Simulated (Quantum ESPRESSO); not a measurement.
# Ionisation energy and electron affinity at BP(110), part 5 of 6

Wanted: ionisation energy, electron affinity and surface tilt of BP(110).

Quantum ESPRESSO 7.5; plane-wave DFT, PBE, GBRV ultrasoft pseudopotentials.

So far. Step 8 (Planar and running averages): Where the running mean is not flat inside, average.x's window, rounded to the grid, doesn't match the spacings there. Step 9 (Projected density of states of the relaxed slab): The atomic orbitals miss 0.8 % of the occupied states; for empty states the projections can miss much more.

### 10. Ground state of the bulk crystal

The bulk crystal in a cell of two such layers; its band edges will be hung on the mean potential.

System of this step: BP, zinc blende at a = 4.55 Å. The structure is cubic, space group F-43m (No. 216). Conventional cell: a = 4.550 Å, b = 4.550 Å, c = 4.550 Å, α = 90.00°, β = 90.00°, γ = 90.00°. Nearest to B lie 4 P at 1.97 Å. Nearest to P lie 4 B at 1.97 Å. Farther neighbours are not listed.

Contents of a.in:

```
&control
  prefix = 'a'
  outdir = './out'
  pseudo_dir = './pseudo'
  calculation = 'scf'
  tprnfor = .true.
/
&system
  ibrav = 0
  nat = 4
  ntyp = 2
  ecutwfc = 40
  ecutrho = 200
  occupations = 'smearing'
  smearing = 'fd'
  degauss = 0.002
/
&electrons
  conv_thr = 1e-08
  mixing_beta = 0.4
  electron_maxstep = 120
/
ATOMIC_SPECIES
  B   10.8100  b_pbe_v1.4.uspp.F.UPF
  P   30.9738  p_pbe_v1.5.uspp.F.UPF
CELL_PARAMETERS angstrom
  4.55000000000000 0.00000000000000 0.00000000000000
  0.00000000000000 3.21733585439879 0.00000000000000
  0.00000000000000 0.00000000000000 3.21733585439879
ATOMIC_POSITIONS crystal
  B   0.000000000000 0.000000000000 0.000000000000
  P   0.250000000000 0.500000000000 0.000000000000
  B   0.500000000000 0.500000000000 0.500000000000
  P   0.750000000000 0.000000000000 0.500000000000
K_POINTS automatic
  6 8 8 0 0 0
```

Run with:

```console
$ OMP_NUM_THREADS=1 mpirun -n 4 pw.x -nk 4 -in a.in > a.out
```

The program printed:

```text
[banner, memory and clock lines left out]
Program PWSCF v.7.5 starts

          URL

     Found identity + ( -0.5000 -0.5000 -0.5000) symmetry
     This is a supercell, fractional translations are disabled
     Message from routine setup:
     using ibrav=0 with symmetry is DISCOURAGED, use correct ibrav instead

     G-vector sticks info

     bravais-lattice index     =            0
     lattice parameter (alat)  =       8.5983  a.u.
     unit-cell volume          =     317.8343 (a.u.)^3
     number of atoms/cell      =            4
     number of atomic types    =            2
     number of electrons       =        16.00
     number of Kohn-Sham states=           12
     kinetic-energy cutoff     =      40.0000  Ry
     charge density cutoff     =     200.0000  Ry
     scf convergence threshold =      1.0E-08
     mixing beta               =       0.4000
     number of iterations used =            8  plain     mixing
     Exchange-correlation=  SLA  PW   PBX  PBC
                           (   1   4   3   4   0   0   0)

     celldm(1)=   8.598254  celldm(2)=   0.000000  celldm(3)=   0.000000
     celldm(4)=   0.000000  celldm(5)=   0.000000  celldm(6)=   0.000000

     crystal axes: (cart. coord. in units of alat)
               a(1) = (   1.000000   0.000000   0.000000 )
               a(2) = (   0.000000   0.707107   0.000000 )
               a(3) = (   0.000000   0.000000   0.707107 )

     reciprocal axes: (cart. coord. in units 2 pi/alat)
               b(1) = (  1.000000  0.000000  0.000000 )
               b(2) = (  0.000000  1.414214  0.000000 )
               b(3) = (  0.000000  0.000000  1.414214 )

     PseudoPot. # 1 for B  read from file:
     ./pseudo/b_pbe_v1.4.uspp.F.UPF
     Pseudo is Ultrasoft + core correction, Zval =  3.0
     Generated by new atomic code, or converted to UPF format
     Using radial grid of  781 points,  4 beta functions with:
                l(1) =   0
                l(2) =   0
                l(3) =   1
                l(4) =   1
     Q(r) pseudized with  8 coefficients,  rinner =    1.100   1.100   1.100

     PseudoPot. # 2 for P  read from file:
     ./pseudo/p_pbe_v1.5.uspp.F.UPF
     Pseudo is Ultrasoft + core correction, Zval =  5.0
     Generated by new atomic code, or converted to UPF format
     Using radial grid of  903 points,  6 beta functions with:
                l(1) =   0
                l(2) =   0
                l(3) =   1
                l(4) =   1
                l(5) =   2
                l(6) =   2
     Q(r) pseudized with  8 coefficients,  rinner =    1.300   1.300   1.300
                                                       1.300   1.300

     atomic species   valence    mass     pseudopotential
     B                 3.00    10.81000     B ( 1.00)
     P                 5.00    30.97380     P ( 1.00)

      8 Sym. Ops. (no inversion) found

   Cartesian axes

     site n.     atom                  positions (alat units)
         1        B      tau(   1) = (   0.0000000   0.0000000   0.0000000  )
         2        P      tau(   2) = (   0.2500000   0.3535534   0.0000000  )
         3        B      tau(   3) = (   0.5000000   0.3535534   0.3535534  )
         4        P      tau(   4) = (   0.7500000   0.0000000   0.3535534  )

     number of k points=    60  Fermi-Dirac smearing, width (Ry)=  0.0020
                       cart. coord. in units 2pi/alat
        k(    1) = (   0.0000000   0.0000000   0.0000000), wk =   0.0052083
        k(    2) = (   0.0000000   0.0000000   0.1767767), wk =   0.0208333
        k(    3) = (   0.0000000   0.0000000   0.3535534), wk =   0.0208333
        k(    4) = (   0.0000000   0.0000000   0.5303301), wk =   0.0208333
        k(    5) = (   0.0000000   0.0000000  -0.7071068), wk =   0.0104167
        k(    6) = (   0.0000000   0.1767767   0.1767767), wk =   0.0208333
        k(    7) = (   0.0000000   0.1767767   0.3535534), wk =   0.0416667
        k(    8) = (   0.0000000   0.1767767   0.5303301), wk =   0.0416667
        k(    9) = (   0.0000000   0.1767767  -0.7071068), wk =   0.0208333
        k(   10) = (   0.0000000   0.3535534   0.3535534), wk =   0.0208333
        k(   11) = (   0.0000000   0.3535534   0.5303301), wk =   0.0416667
        k(   12) = (   0.0000000   0.3535534  -0.7071068), wk =   0.0208333
        k(   13) = (   0.0000000   0.5303301   0.5303301), wk =   0.0208333
        k(   14) = (   0.0000000   0.5303301  -0.7071068), wk =   0.0208333
        k(   15) = (   0.0000000  -0.7071068  -0.7071068), wk =   0.0052083
        k(   16) = (   0.1666667   0.0000000   0.0000000), wk =   0.0104167
        k(   17) = (   0.1666667   0.0000000   0.1767767), wk =   0.0416667
        k(   18) = (   0.1666667   0.0000000   0.3535534), wk =   0.0416667
        k(   19) = (   0.1666667   0.0000000   0.5303301), wk =   0.0416667
        k(   20) = (   0.1666667   0.0000000  -0.7071068), wk =   0.0208333
        k(   21) = (   0.1666667   0.1767767   0.1767767), wk =   0.0416667
        k(   22) = (   0.1666667   0.1767767   0.3535534), wk =   0.0833333
        k(   23) = (   0.1666667   0.1767767   0.5303301), wk =   0.0833333
        k(   24) = (   0.1666667   0.1767767  -0.7071068), wk =   0.0416667
        k(   25) = (   0.1666667   0.3535534   0.3535534), wk =   0.0416667
        k(   26) = (   0.1666667   0.3535534   0.5303301), wk =   0.0833333
        k(   27) = (   0.1666667   0.3535534  -0.7071068), wk =   0.0416667
        k(   28) = (   0.1666667   0.5303301   0.5303301), wk =   0.0416667
        k(   29) = (   0.1666667   0.5303301  -0.7071068), wk =   0.0416667
        k(   30) = (   0.1666667  -0.7071068  -0.7071068), wk =   0.0104167
        k(   31) = (   0.3333333   0.0000000   0.0000000), wk =   0.0104167
        k(   32) = (   0.3333333   0.0000000   0.1767767), wk =   0.0416667
        k(   33) = (   0.3333333   0.0000000   0.3535534), wk =   0.0416667
        k(   34) = (   0.3333333   0.0000000   0.5303301), wk =   0.0416667
        k(   35) = (   0.3333333   0.0000000  -0.7071068), wk =   0.0208333
        k(   36) = (   0.3333333   0.1767767   0.1767767), wk =   0.0416667
        k(   37) = (   0.3333333   0.1767767   0.3535534), wk =   0.0833333
        k(   38) = (   0.3333333   0.1767767   0.5303301), wk =   0.0833333
        k(   39) = (   0.3333333   0.1767767  -0.7071068), wk =   0.0416667
        k(   40) = (   0.3333333   0.3535534   0.3535534), wk =   0.0416667
        k(   41) = (   0.3333333   0.3535534   0.5303301), wk =   0.0833333
        k(   42) = (   0.3333333   0.3535534  -0.7071068), wk =   0.0416667
[...]
12.4019  12.7706  14.5364  15.0485

          k = 0.1667 0.1768 0.5303 (  1358 PWs)   bands (ev):

    -4.3131  -2.1716   0.9786   3.2075   4.0156   5.6914   6.2872   7.0039
    12.4963  13.3391  14.6527  14.9852

          k = 0.1667 0.1768-0.7071 (  1358 PWs)   bands (ev):

    -3.1963  -3.1963   1.7530   1.7531   5.0142   5.0142   6.4313   6.4314
    13.0354  13.0355  14.5656  14.5657

          k = 0.1667 0.3536 0.3536 (  1360 PWs)   bands (ev):

    -4.6488  -1.6413   1.3226   3.1180   4.7241   4.7353   5.8473   6.8749
    11.7526  13.7768  14.6236  15.6023

          k = 0.1667 0.3536 0.5303 (  1361 PWs)   bands (ev):

    -3.7804  -1.7485   1.1291   3.2530   3.3732   5.1900   5.4074   5.9960
    11.4842  12.4589  13.9564  15.6986

          k = 0.1667 0.3536-0.7071 (  1362 PWs)   bands (ev):

    -2.6884  -2.6884   1.8598   1.8599   4.3176   4.3176   5.6874   5.6875
    11.6023  11.6024  14.5279  14.5279

          k = 0.1667 0.5303 0.5303 (  1362 PWs)   bands (ev):

    -2.9373  -1.3871   0.8844   2.4760   3.2433   4.8696   5.2377   5.3210
    11.2120  11.2543  12.5053  14.0355

          k = 0.1667 0.5303-0.7071 (  1360 PWs)   bands (ev):

    -1.9340  -1.9339   1.3096   1.3096   4.0262   4.0263   5.2894   5.2895
    10.9492  10.9493  12.7074  12.7074

          k = 0.1667-0.7071-0.7071 (  1348 PWs)   bands (ev):

    -1.4038  -1.4038   0.6795   0.6795   4.6038   4.6040   4.6329   4.6329
    11.2188  11.2189  11.5960  11.5960

          k = 0.3333 0.0000 0.0000 (  1361 PWs)   bands (ev):

    -5.6135  -3.7028   3.5274   5.6456   5.6456   7.1708   7.3922   7.3922
    10.5091  11.5549  12.4325  14.9374

          k = 0.3333 0.0000 0.1768 (  1355 PWs)   bands (ev):

    -5.4325  -3.5477   3.1259   5.1661   5.6483   5.7854   7.4626   7.9166
    11.1833  12.3444  13.3135  14.3327

          k = 0.3333 0.0000 0.3536 (  1360 PWs)   bands (ev):

    -4.9010  -3.1320   1.7567   3.6610   5.1851   6.1817   7.6074   7.9125
    11.9328  13.1004  13.7511  14.2593

          k = 0.3333 0.0000 0.5303 (  1353 PWs)   bands (ev):

    -4.0695  -2.7431   0.5028   1.8583   5.7877   6.7512   7.4418   7.6261
    12.6395  12.9657  13.8798  14.0139

          k = 0.3333 0.0000-0.7071 (  1352 PWs)   bands (ev):

    -3.1306  -3.1306   0.5797   0.5797   6.6273   6.6274   7.3157   7.3158
    13.1196  13.1196  14.1239  14.1264

          k = 0.3333 0.1768 0.1768 (  1346 PWs)   bands (ev):

    -5.2519  -3.3926   2.9697   4.6408   5.4293   5.7482   6.3077   8.3611
    12.1662  13.0993  13.8232  14.0315

          k = 0.3333 0.1768 0.3536 (  1344 PWs)   bands (ev):

    -4.7216  -2.9763   1.8691   3.7572   4.4809   6.0497   6.2827   8.0473
    13.1091  13.5184  13.9362  14.7203

          k = 0.3333 0.1768 0.5303 (  1355 PWs)   bands (ev):

    -3.8926  -2.5826   0.6498   1.9876   5.1142   6.4751   6.5630   7.1990
    12.9619  13.1482  14.2157  14.2205

          k = 0.3333 0.1768-0.7071 (  1356 PWs)   bands (ev):

    -2.9593  -2.9593   0.7212   0.7212   6.0499   6.0499   6.7554   6.7555
    12.7014  12.7015  14.6654  14.6655

          k = 0.3333 0.3536 0.3536 (  1352 PWs)   bands (ev):

    -4.1953  -2.5557   1.8770   3.2951   3.6604   4.8295   6.1629   7.3247
    12.9490  13.4080  14.3949  15.6253

          k = 0.3333 0.3536 0.5303 (  1363 PWs)   bands (ev):

    -3.3755  -2.1376   1.0210   2.2824   3.5874   4.8708   6.2378   6.3033
    12.0385  12.8169  14.9564  15.9146

          k = 0.3333 0.3536-0.7071 (  1366 PWs)   bands (ev):

    -2.4651  -2.4650   1.0789   1.0790   4.4683   4.4683   6.0464   6.0465
    12.0521  12.0521  16.0011  16.0012

          k = 0.3333 0.5303 0.5303 (  1361 PWs)   bands (ev):

    -2.5790  -1.6179   1.1376   2.0979   2.8293   3.9277   5.1813   5.7144
    11.6809  13.0119  14.2235  16.1965

          k = 0.3333 0.5303-0.7071 (  1372 PWs)   bands (ev):

    -1.7470  -1.7470   1.2364   1.2364   3.4617   3.4617   4.9958   4.9959
    12.2538  12.2539  14.7492  14.7492

          k = 0.3333-0.7071-0.7071 (  1380 PWs)   bands (ev):

    -1.2708  -1.2708   0.9312   0.9312   3.8541   3.8542   3.9784   3.9784
    12.9465  12.9465  13.5463  13.5463

          k =-0.5000 0.0000 0.0000 (  1362 PWs)   bands (ev):

    -4.8027  -4.8026   5.4196   5.4198   6.3983   6.3983   6.3984   6.3984
    10.9350  10.9351  14.0617  14.0617

          k =-0.5000 0.0000 0.1768 (  1358 PWs)   bands (ev):

    -4.6303  -4.6303   4.4116   4.4117   6.5119   6.5120   6.5142   6.5143
    11.6993  11.6994  14.7607  14.7607

          k =-0.5000 0.0000 0.3536 (  1352 PWs)   bands (ev):

    -4.1350  -4.1349   2.5731   2.5731   6.8166   6.8168   6.8229   6.8230
    12.6235  12.6237  14.7289  14.7290

          k =-0.5000 0.0000 0.5303 (  1342 PWs)   bands (ev):

    -3.4280  -3.4280   0.9166   0.9166   7.1830   7.1832   7.1874   7.1875
    13.0216  13.0217  13.8332  13.8333

          k =-0.5000 0.0000-0.7071 (  1400 PWs)   bands (ev):

    -2.9813  -2.9813   0.1385   0.1385   7.3616   7.3616   7.3617   7.3618
    12.8486  12.8488  13.8183  13.8184

          k =-0.5000 0.1768 0.1768 (  1352 PWs)   bands (ev):

    -4.4583  -4.4583   4.1954   4.1954   5.3470   5.3470   7.1448   7.1449
    12.5661  12.5662  15.0890  15.0890

          k =-0.5000 0.1768 0.3536 (  1354 PWs)   bands (ev):

    -3.9639  -3.9639   2.6877   2.6878   5.3449   5.3449   7.3556   7.3557
    13.4545  13.4546  14.1728  14.1730

          k =-0.5000 0.1768 0.5303 (  1352 PWs)   bands (ev):

    -3.2584  -3.2584   1.0650   1.0651   5.9038   5.9039   7.2713   7.2715
    13.1208  13.1209  14.4791  14.4805

          k =-0.5000 0.1768-0.7071 (  1360 PWs)   bands (ev):

    -2.8128  -2.8128   0.2935   0.2935   6.3573   6.3574   7.0052   7.0054
    13.1629  13.1630  13.8383  13.8384

          k =-0.5000 0.3536 0.3536 (  1352 PWs)   bands (ev):

    -3.4724  -3.4724   2.6719   2.6719   3.9130   3.9130   7.1869   7.1871
    12.9639  12.9640  15.4551  15.4553

          k =-0.5000 0.3536 0.5303 (  1362 PWs)   bands (ev):

    -2.7715  -2.7714   1.4499   1.4499   4.1584   4.1584   6.5457   6.5458
    12.9138  12.9138  15.0818  15.0818

          k =-0.5000 0.3536-0.7071 (  1364 PWs)   bands (ev):

    -2.3288  -2.3288   0.7171   0.7171   4.6119   4.6119   6.0194   6.0195
    13.2992  13.2992  14.2839  14.2840

          k =-0.5000 0.5303 0.5303 (  1368 PWs)   bands (ev):

    -2.0771  -2.0771   1.5674   1.5674   3.1406   3.1407   5.4510   5.4511
    13.3013  13.3014  15.5895  15.5896

          k =-0.5000 0.5303-0.7071 (  1376 PWs)   bands (ev):

    -1.6379  -1.6379   1.1447   1.1448   3.3517   3.3517   4.7350   4.7351
    13.8541  13.8542  15.0883  15.0883

          k =-0.5000-0.7071-0.7071 (  1368 PWs)   bands (ev):

    -1.1980  -1.1980   1.0945   1.0945   3.4847   3.4848   3.6890   3.6890
    14.4421  14.4423  15.8549  16.3019

     the Fermi energy is     9.7103 ev

!    total energy              =     -43.94688977 Ry
     estimated scf accuracy    <          4.6E-09 Ry
     smearing contrib. (-TS)   =      -0.00000000 Ry
     internal energy E=F+TS    =     -43.94688977 Ry

     The total energy is F=E-TS. E is the sum of the following terms:
     one-electron contribution =      13.32489020 Ry
     hartree contribution      =       2.54982753 Ry
     xc contribution           =     -17.96580923 Ry
     ewald contribution        =     -41.85579827 Ry

     convergence has been achieved in   9 iterations

     Forces acting on atoms (cartesian axes, Ry/au):

     atom    1 type  1   force =     0.00000000    0.00000000    0.00000000
     atom    2 type  2   force =     0.00001154    0.00000000    0.00000000
     atom    3 type  1   force =     0.00000000    0.00000000    0.00000000
     atom    4 type  2   force =    -0.00001154    0.00000000    0.00000000

     Total force =     0.000016     Total SCF correction =     0.000003
     SCF correction compared to forces is large: reduce conv_thr to get better values

     XML data file, charge density, pseudopotentials, collected wavefunctions

                                        0.00s GPU  (     598 calls)
```

Run time: 3.9 s. Hardware: 4 MPI ranks of Arm Neoverse V2, shared host; peak memory 0.3 GiB.

Numbers from this step:

| Property | Result |
| --- | --- |
| free energy | -597.9279 eV |
| Fermi energy | 9.710 eV |

The run needed 9 iterations to bring the estimated error under 1e-08 Ry.

(Continued in part 6 of 6.)

[Logs are printed without paths, hosts, clocks, repeated set-up lines and the standing remarks that a program may print on its own settings, such as how far it seeks lower states.]

[Hosts, paths, dates, database ids (printed as entryN), source tags and the programs' standing remarks are cut or masked in the printed files.]

[Maps of the electrostatic potential energy from Ansatz leave out the sawtooth potential of an applied field or a dipole correction, so their vacuum need not be flat; planar profiles and work functions include it.]
